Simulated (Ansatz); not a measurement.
# CaGeS3 (model cell, started as cubic perovskite with Ge in the octahedra): a soft mode frozen in

Which phase does CaGeS3 (model cell, started as cubic perovskite with Ge in the octahedra) fall into along its unstable mode, and how much energy does it gain?

Calculated with Ansatz 0.2.0; DFT PBEsol, scalar-relativistic, plane waves, PAW; PAW set soft_1.

Most raw output is cut from this account.

The structure was built from a prototype and need not be the compound's stable phase.

### 1. The starting structure

It takes space group Pm-3m (No. 221, cubic). Conventional cell: a = 4.701 Å, b = 4.701 Å, c = 4.701 Å, α = 90.00°, β = 90.00°, γ = 90.00°. Nearest to Ca lie 12 S at 3.32 Å. Nearest to Ge lie 6 S at 2.35 Å. Nearest to S lie 2 Ge at 2.35 Å and 4 Ca at 3.32 Å. Farther neighbours and most contacts between anions are not listed.

As a file:

```cif
data_structure
_symmetry_space_group_name_H-M 'Pm-3m'
_symmetry_Int_Tables_number 221
_cell_length_a 4.7008
_cell_length_b 4.7008
_cell_length_c 4.7008
_cell_angle_alpha 90.000
_cell_angle_beta 90.000
_cell_angle_gamma 90.000
_cell_volume 103.87
loop_
_atom_site_label
_atom_site_type_symbol
_atom_site_symmetry_multiplicity
_atom_site_Wyckoff_symbol
_atom_site_fract_x
_atom_site_fract_y
_atom_site_fract_z
_atom_site_occupancy
Ca1 Ca 1 a 0.00000 0.00000 0.00000 1
Ge1 Ge 1 b 0.50000 0.50000 0.50000 1
S1 S 3 c 0.50000 0.50000 0.00000 1
```

### 2. Response at finite wavevector

The cell comes from relaxations at this level that are not shown. Stability and thermal properties need the whole zone. Linear response on a 4×4×4 q mesh gives force constants as far as a supercell of that size would.

Input file input.yaml:

```yaml
crystal:
  lattice:
    - [4.7007771819, 0.0, 0.0]
    - [0.0, 4.7007771819, 0.0]
    - [0.0, 0.0, 4.7007771819]
  atoms:
    - { symbol: Ca, position: [0.0, 0.0, 0.0] }
    - { symbol: Ge, position: [0.5, 0.5, 0.5] }
    - { symbol: S, position: [0.5, 0.5, 0.0] }
    - { symbol: S, position: [0.5, 0.0, 0.5] }
    - { symbol: S, position: [0.0, 0.5, 0.5] }
kpoints:
  mp_grid: { grid: [8, 8, 8] }
hamiltonian:
  xc: pbesol
  pseudopotentials: { kind: paw, azcp: { folder: soft_1 }, xc_functional: pbe }
scf:
  occupations: { method: methfessel_paxton, width: 0.2 }
output:
  eigenvalues: true
phonons:
  method: dfpt
  qmesh: [4, 4, 4]
  temperatures: { t_max: 1000, t_step: 50 }
  qpath:
    path:
      - [[0.0, 0.0, 0.0], [0.0, 0.5, 0.0], [0.5, 0.5, 0.0], [0.0, 0.0, 0.0], [0.5, 0.5, 0.5], [0.0, 0.5, 0.0]]
      - [[0.5, 0.5, 0.5], [0.5, 0.5, 0.0]]
    npoints: 10
```

The run is started by

```bash
> ansatz run input.yaml --threads 4 --pin off --max-ram 16384MiB --backend cpu --events-out ev --progress --plain --runs-dir out
```

Elapsed: 18 min, on 4 threads of Arm Neoverse V1, shared host; peak memory 3.1 GiB; 70 min of CPU time.

Numbers from this step:

```yaml
volume_per_atom: 20.77 Å³
gap_on_the_k_mesh: 0 eV
sum_rule_residual_before_enforcement: 1.02e-5 eV/Å²
lowest_frequency_on_the_path: -167.4 cm⁻¹
point_group: m-3m
highest_frequency_on_the_path_or_at_a_solved_wavevector: 375.9 cm⁻¹
highest_optical_mode_at_the_zone_centre_no_lo_to_term: 317.8 cm⁻¹
lowest_optical_zone_centre_mode: -127.7 cm⁻¹
lowest_mode_on_the_q_mesh_acoustic_modes_at_gamma_apart: -167.1 cm⁻¹
```

Frequencies (cm⁻¹) solved at each irreducible wavevector; negative means imaginary. Frequencies by wavevector, by row:

| q in reciprocal lattice units | star | mode 1 | mode 2 | mode 3 | mode 4 | mode 13 | mode 14 | mode 15 |
| --- | --- | --- | --- | --- | --- | --- | --- | --- |
| 0 0 0 | 1 | -127.7 | -127.7 | -127.7 | -92.8 | 317.8 | 317.8 | 317.8 |
| 0 0 0.25 | 6 | -140.3 | -121.8 | -121.8 | -118.7 | 283.7 | 317.5 | 317.5 |
| 0 0 -0.5 | 3 | -144 | -130.3 | -125 | -125 | 309.3 | 318.8 | 318.8 |
| 0 0.25 0.25 | 12 | -159.8 | -135 | -115.4 | -114.7 | 274.1 | 310.4 | 317 |
| 0 0.25 -0.5 | 12 | -165.4 | -155.3 | -126 | -118.9 | 281.7 | 318.5 | 326.8 |
| 0 -0.5 -0.5 | 3 | -165.5 | -165.5 | -156.9 | -107.4 | 274 | 316.2 | 319.5 |
| 0.25 0.25 0.25 | 8 | -154.6 | -154.6 | -150.4 | -104.5 | 277.5 | 277.5 | 340.8 |
| 0.25 0.25 -0.5 | 12 | -166.5 | -165.8 | -149 | -103.4 | 277 | 282.4 | 354.6 |
| 0.25 -0.5 -0.5 | 6 | -167.1 | -167.1 | -161.6 | -103.6 | 270.7 | 273 | 360.3 |
| -0.5 -0.5 -0.5 | 1 | -166.9 | -166.9 | -166.9 | -102 | 268.4 | 268.4 | 375.9 |

Interpolated from a 4×4×4 q mesh. Phonon branches along the path, in cm⁻¹:

| point | branch 1 | branch 2 | branch 3 | branch 4 | branch 12 | branch 13 | branch 14 | branch 15 |
| --- | --- | --- | --- | --- | --- | --- | --- | --- |
| Γ | -128 | -128 | -128 | -93 | 0 | 318 | 318 | 318 |
| halfway | -140 | -122 | -122 | -119 | 134 | 284 | 318 | 318 |
| X | -144 | -130 | -125 | -125 | 201 | 309 | 319 | 319 |
| halfway | -165 | -155 | -126 | -119 | 206 | 282 | 318 | 327 |
| M | -166 | -166 | -157 | -107 | 211 | 274 | 316 | 320 |
| halfway | -160 | -135 | -115 | -115 | 145 | 274 | 310 | 317 |
| Γ | -128 | -128 | -128 | -93 | 0 | 318 | 318 | 318 |
| halfway | -155 | -155 | -150 | -104 | 154 | 278 | 278 | 341 |
| R | -167 | -167 | -167 | -102 | 220 | 268 | 268 | 376 |
| halfway | -166 | -166 | -149 | -103 | 210 | 277 | 282 | 355 |
| X | -144 | -130 | -125 | -125 | 201 | 309 | 319 | 319 |
| jump to R | -167 | -167 | -167 | -102 | 220 | 268 | 268 | 376 |
| halfway | -167 | -167 | -162 | -104 | 215 | 271 | 273 | 360 |
| M | -166 | -166 | -157 | -107 | 211 | 274 | 316 | 320 |

Symmetry leaves 10 wavevectors to solve. The lowest mode among them, the acoustic zeros apart, lies at q = (0.25, -0.5, -0.5) and is imaginary, 167.1i cm⁻¹, so the energy falls along it.

### 3. The mode frozen in, largest atomic shift 0 Å

The mode followed lies at q = (-0.5, -0.5, -0.5) with frequency 166.9i cm⁻¹ and is 3-fold degenerate, one of the unstable modes though not the softest. At small amplitude the distorted cell has space group no. 167 by a symmetry search on the positions. The undistorted cell that holds it gives the zero of energy on the same k mesh.

System of this step: CaGeS3 (model cell, started as cubic perovskite with Ge in the octahedra). The structure is cubic, space group Pm-3m (No. 221). Conventional cell: a = 4.701 Å, b = 4.701 Å, c = 4.701 Å, α = 90.00°, β = 90.00°, γ = 90.00°. Nearest to Ca lie 12 S at 3.32 Å. Ge has 6 S at 2.35 Å nearest. Nearest to S lie 2 Ge at 2.35 Å and 4 Ca at 3.32 Å. Farther neighbours and most contacts between anions are not listed.

input.yaml, the sections that differ from step 2:

```yaml
crystal:
  lattice:
    - [4.7007771819, 4.7007771819, 0.0]
    - [4.7007771819, 0.0, 4.7007771819]
    - [4.7007771819, 0.0, -4.7007771819]
  atoms:
    - { symbol: Ca, position: [0.0, 0.0, 0.0] }
    - { symbol: Ca, position: [0.0, 0.5, 0.5] }
    - { symbol: Ge, position: [0.5, 0.25, 0.75] }
    - { symbol: Ge, position: [0.5, 0.75, 0.25] }
    - { symbol: S, position: [0.5, 0.5, 0.5] }
    - { symbol: S, position: [0.5, 0.0, 0.0] }
    - { symbol: S, position: [0.0, 0.5, 0.0] }
    - { symbol: S, position: [0.0, 0.0, 0.5] }
    - { symbol: S, position: [0.5, 0.5, 0.0] }
    - { symbol: S, position: [0.5, 0.0, 0.5] }
output:
  forces: true
  stress: true
  eigenvalues: true
# kpoints, hamiltonian, scf: as in step 2
# phonons: removed
```

It took 6.7 s on 4 threads; peak memory 0.69 GiB.

Numbers from this step:

```yaml
pressure: 0.009980 GPa
energy_from_the_undistorted_cell: 0 meV/atom
```

The run ends at a pressure of 0.01 GPa.

### 4. The mode frozen in, largest atomic shift 0.6 Å

The atoms are moved along the unstable eigenvector, the largest shift by 0.6 Å, with the cell fixed.

input.yaml, the sections that differ from step 3:

```yaml
crystal:
  lattice:
    - [4.7007771819, 4.7007771819, 0.0]
    - [4.7007771819, 0.0, 4.7007771819]
    - [4.7007771819, 0.0, -4.7007771819]
  atoms:
    - { symbol: Ca, position: [0.0, 0.0, 0.0] }
    - { symbol: Ca, position: [0.0, 0.5, 0.5] }
    - { symbol: Ge, position: [0.5, 0.25, 0.75] }
    - { symbol: Ge, position: [0.5, 0.75, 0.25] }
    - { symbol: S, position: [0.5902540266, 0.5, 0.5] }
    - { symbol: S, position: [0.4097459734, 0.0, 0.0] }
    - { symbol: S, position: [0.0, 0.5902540266, 0.0] }
    - { symbol: S, position: [0.0, -0.0902540266, 0.5] }
    - { symbol: S, position: [0.5902540266, 0.4097459734, 0.0] }
    - { symbol: S, position: [0.4097459734, 0.0902540266, 0.5] }
# kpoints, hamiltonian, scf, output: as in step 3
```

Run time: 15 s. Hardware: 4 threads; peak memory 0.87 GiB; 57 s of CPU time.

This step gave:

```yaml
pressure: -1.764 GPa
gap_on_the_k_mesh: 0.3141 eV
energy_from_the_undistorted_cell: -156.0 meV/atom
```

The energy, extrapolated to zero smearing, is -155.97 meV/atom against the undistorted cell.

The run ends at a pressure of -1.76 GPa, with forces up to 0.013 eV/Å.

### 5. Energy along the mode, all amplitudes (two of the runs are shown above)

An imaginary frequency means negative curvature, so the energy should fall and then rise again as anharmonic terms take over.

This step gave:

```yaml
depth_at_the_lowest_point_sampled: 156.0 meV/atom
largest_atomic_shift_at_that_point: 0.6 Å
```

Table of energy from the parent by largest atomic shift:

| largest atomic shift (Å) | energy from the parent (meV/atom) |
| --- | --- |
| 0.000 | 0 |
| 0.040 | -1.35 |
| 0.080 | -5.37 |
| 0.140 | -16.3 |
| 0.220 | -39.2 |
| 0.320 | -76.8 |
| 0.450 | -128 |
| 0.600 | -156 |

Displacement at unit largest shift by atom:

| atom | x (Å) | y (Å) | z (Å) | size |
| --- | --- | --- | --- | --- |
| Ca1 | 0.000 | 0.000 | 0.000 | 0.000 |
| Ca2 | 0.000 | 0.000 | 0.000 | 0.000 |
| Ge3 | 0.000 | 0.000 | 0.000 | 0.000 |
| Ge4 | 0.000 | 0.000 | 0.000 | 0.000 |
| S5 | 0.707 | 0.707 | 0.000 | 1.000 |
| S6 | -0.707 | -0.707 | 0.000 | 1.000 |
| S7 | 0.707 | 0.000 | 0.707 | 1.000 |
| S8 | -0.707 | 0.000 | -0.707 | 1.000 |
| S9 | 0.000 | 0.707 | -0.707 | 1.000 |
| S10 | 0.000 | -0.707 | 0.707 | 1.000 |

The lowest of the steps tried is the last one, at 0.6 Å, 156 meV/atom below the parent; the bottom of the well need not coincide with a step.

### 6. Relaxing from the distorted cell

Starting from the lowest point found, all atoms and the cell are let go, so that strain and other modes of the same symmetry can join in.

input.yaml: that of step 4 with these lines changed.

```diff
@@ -27 +27,10 @@
   eigenvalues: true
+  write_density: true
+  write_potential: true
+  elf: true
+  volumetric_format: npy
+relax:
+  adjacent_minimum: "off"
+  f_tol: 0.002
+  max_steps: 120
+  cell: { stress_tol: 0.03 }
```

It took 1.7 min on 4 threads; peak memory 0.92 GiB; 6.7 min of CPU time.

Step by step:

| step | energy less that of the first step (eV) | largest force component (eV/Å) | pressure (GPa) | volume (Å³) |
| --- | --- | --- | --- | --- |
| 1 | 0.0000 | 0.0094 | -1.76 | 207.75 |
| 2 | -0.2294 | 0.0010 | -0.36 | 201.34 |
| 3 | -0.2587 | 0.0115 | 0.25 | 198.60 |
| 4 | -0.2584 | 0.0250 | 0.19 | 198.74 |
| 5 | -0.2593 | 0.0028 | 0.05 | 199.14 |
| 6 | -0.2593 | 0.0000 | 0.00 | 199.27 |
| 7* | -0.2583 | 0.0001 | 0.00 | 199.27 |

Relaxation steps marked * repeat the geometry before them on a plane-wave basis chosen anew for their cell, so energy and pressure can jump there. Relaxation step 4 was tried and not accepted.

The run keeps the 12 symmetry operations that it works with, so distortions that break them were not tested.

| conventional cell, symmetrised | before | after | change |
| --- | --- | --- | --- |
| a (Å) | 6.648 | 6.767 | +1.8 % |
| b (Å) | 6.648 | 6.767 | +1.8 % |
| c (Å) | 16.284 | 15.074 | -7.4 % |
| volume (Å³/atom) | 20.77 | 19.93 | -4.1 % |

The atoms that moved most (Å, as changes of fractional coordinates times the final cell):

| atom | dx | dy | dz | length |
| --- | --- | --- | --- | --- |
| S5 | 0.022 | 0.022 | 0.000 | 0.032 |
| S10 | 0.000 | -0.022 | 0.022 | 0.032 |
| S8 | -0.022 | 0.000 | -0.022 | 0.032 |
| S9 | 0.000 | 0.022 | -0.022 | 0.032 |
| S7 | 0.022 | 0.000 | 0.022 | 0.032 |
| S6 | -0.022 | -0.022 | 0.000 | 0.032 |

The relaxed structure:

```cif
data_structure
_symmetry_space_group_name_H-M 'P 1'
_symmetry_Int_Tables_number 1
_cell_length_a 6.7672
_cell_length_b 6.7672
_cell_length_c 6.3648
_cell_angle_alpha 90.000
_cell_angle_beta 57.886
_cell_angle_gamma 60.000
_cell_volume 199.27
loop_
_atom_site_label
_atom_site_type_symbol
_atom_site_fract_x
_atom_site_fract_y
_atom_site_fract_z
_atom_site_occupancy
Ca1 Ca 0.00000 0.00000 0.00000 1
Ca2 Ca 0.00000 0.50000 0.50000 1
Ge3 Ge 0.50000 0.25000 0.75000 1
Ge4 Ge 0.50000 0.75000 0.25000 1
S5 S 0.59494 0.50000 0.50000 1
S6 S 0.40506 0.00000 0.00000 1
S7 S 0.00000 0.59494 0.00000 1
S8 S 0.00000 0.90506 0.50000 1
S9 S 0.59494 0.40506 0.00000 1
S10 S 0.40506 0.09494 0.50000 1
```

This step gave:

```yaml
pressure: 0.001941 GPa
volume_per_atom: 19.93 Å³
gap_on_the_k_mesh: 0.1985 eV
```

Electrostatic potential energy in the ac plane of the conventional cell at fractional y = 0.000, with atoms of Ca and Ge and S within 0.2 Å of it. With pseudopotentials it is smooth inside the atoms' cores, unlike the true potential.

Values in eV, 13 rows by 16 columns, each cell a mean:
```
 -9  -7   2  -3 -15 -14   1  10  11  12  12  12  11   7  -3  -9
  9  10   8  -1 -15 -15   0   9  11  11  12  12  12  11  10   9
-16  -8   5   9  11  12  11   8  -5 -12  -9   3   9   7  -2 -14
-30 -21   0   8  11  12  11   4 -20 -23 -23  -6   8   5 -12 -28
  7   8   9   7   1   1   7  10  10  10  11  11  12  11   9   7
 -1   2   4  -9 -29 -27  -6   8  11  12  12  12  11  10   5   0
-12 -15  -1   8   9   9  11  12  12  11   8   6   6   4 -12 -14
  2   6   9  11  12  12  12  11  10   2 -23 -32 -20   2   6   3
  4   7   9  11  11  10   8   9  10  10   7   5   8   9   8   5
-34 -25   0   7   1 -24 -27 -29  -7   9  12  11   9   4 -15 -32
 -9  -2   6  10   9   1  -6  -3   7  11  11  11  10   8   2  -7
  9  10  11  11  12  12  11  11  10   3 -16 -23 -13   4   9   9
-11 -10   2   9  11  12  12  12  11   8  -3  -9  -3   3  -7 -11
```
Columns run along a (6.8 Å; values clipped at the 3rd and 97th percentile), rows up along c (15.1 Å), edges of the conventional cell, whose origin can differ from the input's. Atoms in or near the plane, at fractional coordinates: Ca at (0.00, 0.75), Ca at (0.00, 0.25), Ge at (0.00, 0.50), Ge at (0.00, 0.00), S at (0.59, 0.75), S at (0.41, 0.25).

Valence density in the ac plane of the conventional cell at fractional y = 0.000, with atoms of Ca and Ge and S within 0.2 Å of it. It is the smooth field of the valence electrons, not physical close to the nuclei.

Values in e/Å³, 13 rows by 16 columns, each cell a mean:
```
 7  1  0  1  1  1  1  0  0  0  0  0  0  0  1  4
 0  0  0  1  1  1  1  0  0  0  0  0  0  0  0  0
 2  1  0  0  0  0  0  0  1  1  1  0  0  0  1  2
 4  2  0  0  0  0  0  0  1  1  1  1  0  0  1  3
 0  0  0  0  1  0  0  0  0  0  0  0  0  0  0  0
 1  0  0  1  1  1  1  0  0  0  0  0  0  0  0  0
18  3  0  0  0  0  0  0  0  0  0  0  0  0  1 11
 0  0  0  0  0  0  0  0  0  1  1  1  1  1  0  0
 0  0  0  0  0  0  0  0  0  0  0  0  0  0  0  0
 5  2  0  0  1  1  1  1  1  0  0  0  0  0  1  4
 1  1  0  0  0  0  1  1  0  0  0  0  0  0  0  1
 0  0  0  0  0  0  0  0  0  0  1  1  1  0  0  0
12  2  0  0  0  0  0  0  0  0  1  1  1  0  1  7
```
Columns run along a (6.8 Å), rows up along c (15.1 Å), edges of the conventional cell, whose origin can differ from the input's. Atoms in or near the plane, at fractional coordinates: Ca at (0.00, 0.75), Ca at (0.00, 0.25), Ge at (0.00, 0.50), Ge at (0.00, 0.00), S at (0.59, 0.75), S at (0.41, 0.25).

[end of part 1 of 2]

[Logs are printed without paths, hosts, clocks, repeated set-up lines and the standing remarks that a program may print on its own settings, such as how far it seeks lower states.]

[Hosts, paths, dates, database ids (printed as entryN), source tags and the programs' standing remarks are cut or masked in the printed files.]
